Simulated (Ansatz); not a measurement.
# The potential step between two gates: 1T-PbSTe bilayer, AA

Two oppositely charged gates put a neutral stack in a displacement field D. The voltage between them is D/ε₀ times an electrical distance, shorter than the real one because the stack screens.

**Method.** Ansatz 0.2.0, plane waves with PAW datasets (its set soft_2), PBE-D3(BJ); isolated slab, charged sheets 4.5 Å from the outer atoms behind model barriers, atoms held. Voltages count from the uncharged case.

| run | D/ε₀ (V/nm) | step in an electron's potential, upper less lower gate (eV) |
| --- | --- | --- |
| run 1 | −3.619 | −2.476 |
| run 2 | −1.810 | −1.238 |
| run 3 | 0.000 | 0.000 |
| run 4 | 1.810 | 1.238 |
| run 5 | 3.619 | 2.474 |
| run 6 | 5.428 | ? |

**Question.** What value belongs in the row marked “?”, and how far can the other rows tell?

A least-squares line through the 5 rows shown has slope 0.6839 and intercept −0.0004; no row lies more than 0.001 eV off it. The size of the slope, 0.684 nm, is the electrical distance; the sheets are 1.946 nm apart, and screening reaches beyond the outer atoms. At 5.428 it gives 0.6839 × 5.428 + (−0.0004) = 3.712 eV, beyond the rows fitted. Rounding and scatter of the rows alone allow about ±0.001 eV there.

The run itself gives 3.710 eV: a miss of −0.002 eV, or 0.1 % of the value. Screening stays linear to within 1 % over this range.

**Limits.** The gates are model sheets, not atoms. Spin-orbit coupling is left out, which changes the bands of elements this heavy.
